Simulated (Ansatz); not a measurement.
# Changed inputs in constrained RPA: RbMnF3 (Pm-3m), part 2 of 2

What does U in RbMnF3 (Pm-3m) depend on besides the window?

Ansatz 0.2.0; constrained RPA on LDA, plane waves, PAW.

So far. Step 4 (Changed: 2×2×2 mesh): On the Mn d shell, screening brings the on-site interaction from 20.8 eV down to U = 7.49 eV. Step 8 (Changed: potentials): On the Mn d shell, screening brings the on-site interaction from 20.6 eV down to U = 7.05 eV.

## Step 9: Changed: potentials

This step: constrained RPA on LDA, plane waves, norm-conserving pseudopotentials.

input.yaml

```yaml
crystal:
  lattice:
    - [0.0, -4.23247214, 0.0]
    - [-4.23247214, 0.0, 0.0]
    - [0.0, 0.0, -4.23247214]
  atoms:
    - { symbol: Rb, position: [0.0, 0.0, 0.0] }
    - { symbol: Mn, position: [0.5, 0.5, 0.5] }
    - { symbol: F, position: [0.5, 0.0, 0.5] }
    - { symbol: F, position: [0.5, 0.5, 0.0] }
    - { symbol: F, position: [0.0, 0.5, 0.5] }
kpoints:
  mp_grid: { grid: [8, 8, 8] }
hamiltonian:
  xc: lda
  pseudopotentials: { kind: nc }
scf:
  occupations: { method: gaussian, width: 0.08 }
  n_extra_bands: 19
  max_iter: 150
output:
  crpa:
    kmesh: [4, 4, 4]
    target_bands: [v3, c2]
    projections: [{ species: Mn, l: d, shell: 3 }]
```

Started as:

```bash
ansatz run input.yaml --threads 4 --pin off --max-ram 9216MiB --backend cpu --events-out ev --progress --plain --runs-dir out
```

Numbers of over 12 decimals in the logs are rounded to 6 here.

The log of the run:

```text
[...]
Crystal: 5 atoms, lattice volume = 75.820 Å³
Basis set: ecut = 1306.14654 eV, 8217 PW (Γ)
Bands: 42, of which v1, the nominal top of the filled ones, is band 23 counted from 1 (22 counted from 0)
Symmetry: 48 space group operations
[...]
k-points: 35 of 512
[...]
χ-basis size per q: N_G = 256..284
[...]
screened: U = 7.1473 eV, U' = 6.0087 eV, J = 0.5741 eV
      screened d-shell averages: U_bar = F0 = 6.2364 eV, J_bar = 0.8018 eV
      screened, to within: U = 2.1e-2 eV, U' = 2.1e-2 eV, J = 9.9e-4 eV
      screened d-shell averages, to within: U_bar = 1.9e-2 eV, J_bar = 1.4e-3 eV
      bare: V = 20.6523 eV, V' = 19.2215 eV, J = 0.7024 eV
      bare d-shell averages: V_bar = F0 = 19.5076 eV, J_bar = 0.9886 eV
[...]
[key lines of the parts left out:]
SCF converged after 14 iterations
Free energy (F): -5707.088604 eV
Fermi energy:    7.194511 eV
```

The job ended after 5.3 min (4 threads of Arm Neoverse V2, shared host; peak memory 1.5 GiB; 20 min of CPU time).

Numbers from this step:

| Item | Value |
| --- | --- |
| U | 7.147 eV |
| U prime (inter-orbital) | 6.009 eV |
| J | 0.5741 eV |
| bare V | 20.65 eV |
| bare J | 0.7024 eV |
| stated bound on U | 0.02043 eV |
| U over bare V | 0.3461 |
| electrons in the window | 5.000 |
| head of the constrained inverse dielectric matrix | 0.4021 |
| least eigenvalue of the projection's overlap | 0.7892 |
| target functions | 5 |
| bands in the sums | 50 |
| width of the target bands | 2.053 eV |
| weight of the projected orbitals in the window | 0.9140 |

On the Mn d shell, screening brings the on-site interaction from 20.7 eV down to U = 7.15 eV.

## Step 10: Changed: volume +6 %

This step: constrained RPA on LDA, plane waves, PAW.

The cell differs from the one that the last finished run ended in (a 4.232 → 4.315 Å, b 4.232 → 4.315 Å, c 4.232 → 4.315 Å).

Edit input.yaml of step 9 so:

```diff
@@ -2,5 +2,5 @@
   lattice:
-    - [0.0, -4.23247214, 0.0]
-    - [-4.23247214, 0.0, 0.0]
-    - [0.0, 0.0, -4.23247214]
+    - [0.0, -4.3154828645, 0.0]
+    - [-4.3154828645, 0.0, 0.0]
+    - [0.0, 0.0, -4.3154828645]
   atoms:
@@ -15,3 +15,2 @@
   xc: lda
-  pseudopotentials: { kind: nc }
 scf:
@@ -25 +24,6 @@
     projections: [{ species: Mn, l: d, shell: 3 }]
+  local_orbitals:
+    kmesh: [8, 8, 8]
+    orbitals: [{ species: Mn, l: d, shell: 3 }]
+    window: { bands: [v3, c2] }
+    seedname: lo
```

The log of the run:

```text
[...]
Crystal: 5 atoms, lattice volume = 80.369 Å³
Basis set: ecut = 420 eV, 1575 PW (Γ)
Bands: 42, of which v1, the nominal top of the filled ones, is band 23 counted from 1 (22 counted from 0)
Symmetry: 48 space group operations
[...]
k-points: 35 of 512
[...]
χ-basis size per q: N_G = 257..304
[...]
screened: U = 7.0931 eV, U' = 5.9506 eV, J = 0.5780 eV
      screened d-shell averages: U_bar = F0 = 6.1791 eV, J_bar = 0.8065 eV
      screened, to within: U = 1.7e-2 eV, U' = 1.7e-2 eV, J = 8.7e-4 eV
      screened d-shell averages, to within: U_bar = 1.6e-2 eV, J_bar = 1.3e-3 eV
      bare: V = 20.6584 eV, V' = 19.2267 eV, J = 0.7047 eV
      bare d-shell averages: V_bar = F0 = 19.5130 eV, J_bar = 0.9910 eV
[...]
[key lines of the parts left out:]
SCF converged after 8 iterations
Free energy (F): -9393.925147 eV
Fermi energy:    6.306821 eV
```

The job ended after 80 s (4 threads; peak memory 0.62 GiB).

Numbers from this step:

```
U                                                 : 7.093 eV
U prime (inter-orbital)                           : 5.951 eV
J                                                 : 0.5780 eV
bare V                                            : 20.66 eV
bare J                                            : 0.7047 eV
stated bound on U                                 : 0.01686 eV
U over bare V                                     : 0.3434
electrons in the window                           : 5.000
head of the constrained inverse dielectric matrix : 0.4050
least eigenvalue of the projection's overlap      : 0.7781
target functions                                  : 5
bands in the sums                                 : 50
r.m.s. miss of the model bands                    : 2.06e-5 eV
width of the target bands                         : 1.905 eV
weight of the projected orbitals in the window    : 0.9124
```

On the Mn d shell, screening brings the on-site interaction from 20.7 eV down to U = 7.09 eV.

## Step 11: Side by side

Times are wall times on 4 threads of Arm Neoverse V2, shared host, good to a factor of about two.

```csv
run,bare V (eV),U (eV),J (eV),bound on U (eV),width (eV),time
target window,20.63,7.058,0.577,0.0162,2.12,77 s
6×6×6 mesh,20.62,7.023,0.577,0.0165,2.12,7.7 min
2×2×2 mesh,20.81,7.495,0.580,0.0135,2.12,9.8 s
potentials,20.62,7.048,0.574,0.0199,2.12,4.7 min
potentials,20.65,7.147,0.574,0.0204,2.05,5.3 min
volume +6 %,20.66,7.093,0.578,0.0169,1.91,80 s
```

## Step 12: What came out

* target window: U 7.06 eV, J 0.58 eV
* 6×6×6 mesh: U 7.02 eV, J 0.58 eV
* 2×2×2 mesh: U 7.49 eV, J 0.58 eV
* potentials: U 7.05 eV, J 0.57 eV
* potentials: U 7.15 eV, J 0.57 eV
* volume +6 %: U 7.09 eV, J 0.58 eV

In words: 6×6×6 mesh moves U by −0.03 eV at 6.0 times the time. 2×2×2 mesh moves U by +0.44 eV at 0.13 times the time. Potentials moves U by −0.01 eV (within the solver's bounds, for the mean over orbitals) at 3.7 times the time. Potentials moves U by +0.09 eV at 4.1 times the time. Volume +6 % moves U by +0.03 eV. The printed bound covers the solver alone, not the mesh. The parent state is non-magnetic and the interaction static (zero frequency); U depends on the window and the orbitals, so it belongs to this model alone.

[Paths, hosts, dates, memory and timing lines, banners, echoed tables and standing remarks are left out of the program output.]

[Logs are printed without paths, hosts, clocks, repeated set-up lines and the standing remarks that a program may print on its own settings, such as how far it seeks lower states.]

[Runs of the session that timed out or met a known fault of the program may be left out.]

[Hosts, paths, dates, database ids (printed as entryN), source tags and the programs' standing remarks are cut or masked in the printed files.]
